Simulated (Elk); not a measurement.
# GaCo: forms of DFT+U, part 2 of 2

One order of GaCo is run under several DFT+U schemes. What changes?

Elk 11.2.3 (patched build); PBEsol; all-electron APW+lo, Dirac cores, scalar-relativistic bands.

So far, largest spin moment in the muffin-tin sphere (μB): step 3 (U = 3.50 eV, J = 0.90 eV on Co d (fully localised)) 0.837; step 4 (U = 1.75 eV, J = 0.90 eV on Co d (fully localised)) 0.383.

## (5) U = 1.75 eV, J = 0.90 eV on Co d (around mean field)

Level of this step: PBEsol with U = 1.75 eV, J = 0.90 eV on Co d (around mean field); all-electron APW+lo, Dirac cores, scalar-relativistic bands (Elk).

Around-mean-field double counting counts from equal filling of a spin's orbitals, which suits more itinerant shells.

The input, elk.in:

```
tasks
  0
  15

xctype
  22

rgkmax
  7.0

nempty
  12

swidth
  0.003

reducebf
  0.5

epsengy
  1e-05

maxscl
  100

lmaxi
  2

spinpol
  .true.

sppath
  './'

avec
  5.43863178667 0.00000000000 0.00000000000
  0.00000000000 5.43863178667 0.00000000000
  0.00000000000 0.00000000000 5.43863178667

atoms
  2
  'Ga.in'
  1
  0.5000000000 0.5000000000 0.5000000000   0.000000 0.000000 0.000000
  'Co.in'
  1
  0.0000000000 0.0000000000 0.0000000000   0.000000 0.000000 -0.100000

ngridk
  8 8 8

dft+u
  2 1
  2 2 0.064311 0.033074
```

Command:

```bash
> OMP_NUM_THREADS=2 elk
```

Numbers of over 12 decimals in the logs are rounded to 6 here.

The program printed:

```text
Warning(gndstate): core states of species 1 leak from the muffin-tin :   0.1126933823E-02
Warning(gndstate): core states of species 2 leak from the muffin-tin :   0.7256375058E-03
Warning(gndstate): forces or DFT+U at lmaxo under 8 : 6
  [figures from our tests cut]: type lmaxo 8 and lmaxapw 10

--- INFO.OUT ---
┌─────────────────────────┐
│ Elk code version 11.2.3 │
└─────────────────────────┘

All units are atomic (Hartree, Bohr, etc.)

┌─────────────────────────────────────────────────┐
[...]
Moments :
 interstitial                :  -0.2832013731E-01
 muffin-tins
  species : 1 (Ga)
   atom 1                    :  -0.1769429860E-01
  species : 2 (Co)
   atom 1                    :   0.3157744240
 total in muffin-tins        :   0.2980801254
 total moment                :   0.2697599881

┌──────────────────────────────┐
│ Self-consistent loop stopped │
└──────────────────────────────┘

Warning : core states of species 1 leak from the muffin-tin :   0.1126933823E-02

Warning : core states of species 2 leak from the muffin-tin :   0.7256375058E-03

Warning : forces or DFT+U at lmaxo under 8 : 6

Wrote STATE.OUT

[key lines of the parts left out:]
total energy                :     -3334.9361758895
```

It took 86 s on 2 threads of Arm Neoverse V1, shared host; peak memory 0.1 GiB; 2.8 min of CPU time.

Numbers from this step:

```
density of states at the Fermi level : 0.9639 states/eV/cell
moment between the spheres           : -0.02832 μB
magnetization                        : 0.2698 μB
final state                          : ferromagnetic
largest moment                       : 0.3158 μB
```

The largest spin moment is +0.32 μB from that of the first run.

## (6) U = 3.50 eV, J = 0.90 eV on Co d (around mean field)

The same form with other values shows how far the result hangs on them.

Changes to elk.in since step 5:

```diff
@@ -53,2 +53,2 @@
   2 1
-  2 2 0.064311 0.033074
+  2 2 0.128623 0.033074
```

Command:

```bash
> OMP_NUM_THREADS=2 elk
```

The program printed:

```text
Warning(gndstate): core states of species 1 leak from the muffin-tin :   0.1127243069E-02
Warning(gndstate): core states of species 2 leak from the muffin-tin :   0.7252476309E-03
Warning(gndstate): forces or DFT+U at lmaxo under 8 : 6
  [figures from our tests cut]: type lmaxo 8 and lmaxapw 10

--- INFO.OUT ---
┌─────────────────────────┐
│ Elk code version 11.2.3 │
└─────────────────────────┘

All units are atomic (Hartree, Bohr, etc.)

┌─────────────────────────────────────────────────┐
[...]
Moments :
 interstitial                :  -0.4650538939E-01
 muffin-tins
  species : 1 (Ga)
   atom 1                    :  -0.2421667195E-01
  species : 2 (Co)
   atom 1                    :   0.5661232096
 total in muffin-tins        :   0.5419065377
 total moment                :   0.4954011483

┌──────────────────────────────┐
│ Self-consistent loop stopped │
└──────────────────────────────┘

Warning : core states of species 1 leak from the muffin-tin :   0.1127243069E-02

Warning : core states of species 2 leak from the muffin-tin :   0.7252476309E-03

Warning : forces or DFT+U at lmaxo under 8 : 6

Wrote STATE.OUT

[key lines of the parts left out:]
total energy                :     -3334.9392723363
```

Wall time 1.8 min (2 threads); peak memory 0.1 GiB; 3.6 min of CPU time.

Read from the output:

* density of states at the Fermi level: 1.010 states/eV/cell
* moment between the spheres: -0.04650 μB
* magnetization: 0.4954 μB
* final state: ferromagnetic
* largest moment: 0.5661 μB

The largest spin moment is +0.57 μB from that of the first run.

## (7) U = 3.50 eV on Co d (fully localised)

The same form with other values shows how far the result hangs on them.

Changes to elk.in since step 6:

```diff
@@ -52,3 +52,3 @@
 dft+u
-  2 1
-  2 2 0.128623 0.033074
+  1 1
+  2 2 0.128623 0.000000
```

Command:

```bash
> OMP_NUM_THREADS=2 elk
```

The program printed:

```text
Warning(gndstate): core states of species 1 leak from the muffin-tin :   0.1125002981E-02
Warning(gndstate): core states of species 2 leak from the muffin-tin :   0.7414972840E-03
Warning(gndstate): forces or DFT+U at lmaxo under 8 : 6
  [figures from our tests cut]: type lmaxo 8 and lmaxapw 10

--- INFO.OUT ---
┌─────────────────────────┐
│ Elk code version 11.2.3 │
└─────────────────────────┘

All units are atomic (Hartree, Bohr, etc.)

┌─────────────────────────────────────────────────┐
[...]
Moments :
 interstitial                :  -0.6836036631E-01
 muffin-tins
  species : 1 (Ga)
   atom 1                    :  -0.6521885873E-01
  species : 2 (Co)
   atom 1                    :   0.9825800916
 total in muffin-tins        :   0.9173612329
 total moment                :   0.8490008666

┌──────────────────────────────┐
│ Self-consistent loop stopped │
└──────────────────────────────┘

Warning : core states of species 1 leak from the muffin-tin :   0.1125002981E-02

Warning : core states of species 2 leak from the muffin-tin :   0.7414972840E-03

Warning : forces or DFT+U at lmaxo under 8 : 6

Wrote STATE.OUT

[key lines of the parts left out:]
total energy                :     -3334.8202835880
```

Elapsed: 2.7 min, on 2 threads; peak memory 0.11 GiB; 5.2 min of CPU time.

This step gave:

| Property | Result |
| --- | --- |
| density of states at the Fermi level | 1.172 states/eV/cell |
| moment between the spheres | -0.06836 μB |
| magnetization | 0.8490 μB |
| final state | ferromagnetic |
| largest moment | 0.9826 μB |

The largest spin moment is +0.98 μB from that of the first run.

## (8) The forms together

```
                                        Hubbard term          state  largest spin moment (μB)  CPU time
                                                none   non-magnetic                     0.000   4.9 min
  U = 3.50 eV, J = 0.90 eV on Co d (fully localised)  ferromagnetic                     0.837   2.9 min
  U = 1.75 eV, J = 0.90 eV on Co d (fully localised)  ferromagnetic                     0.383   3.5 min
U = 1.75 eV, J = 0.90 eV on Co d (around mean field)  ferromagnetic                     0.316   2.8 min
U = 3.50 eV, J = 0.90 eV on Co d (around mean field)  ferromagnetic                     0.566   3.6 min
               U = 3.50 eV on Co d (fully localised)  ferromagnetic                     0.983   5.2 min
```

## (9) What came out

| Property | Result |
| --- | --- |
| range of the spin moment | 4.4e-4 to 0.983 μB |

What this shows: Over the forms that converged the largest spin moment runs from 4.4e-4 to 0.983 μB. At U = 3.50 eV, J = 0.90 eV on Co d, around-mean-field double counting gives a moment 0.27 μB smaller, since it penalises spin polarisation. The run without U ends without moments. That can be the functional's answer or a seed lost on these settings, so the moments under U are not shown to be made by it. The runs end in unlike states. Total energies under different Hubbard terms can't be compared. The net moment is no whole number, as in a metal, where a U can create or inflate moments that the crystal lacks. Under a U a part-filled d shell can order its orbitals; no such lower state was searched for, and the cell's symmetry can forbid it.

[Logs and program files are shortened in this print: banners, set-up blocks, solver, clock and traceback lines can be left out without a mark of their own.]

[Logs are printed without paths, hosts, clocks, repeated set-up lines and the standing remarks that a program may print on its own settings, such as how far it seeks lower states.]

[Hosts, paths, dates, database ids (printed as entryN), source tags and the programs' standing remarks are cut or masked in the printed files.]

[Where a cell is said to come from a database of computed structures, the database is the Materials Project.]
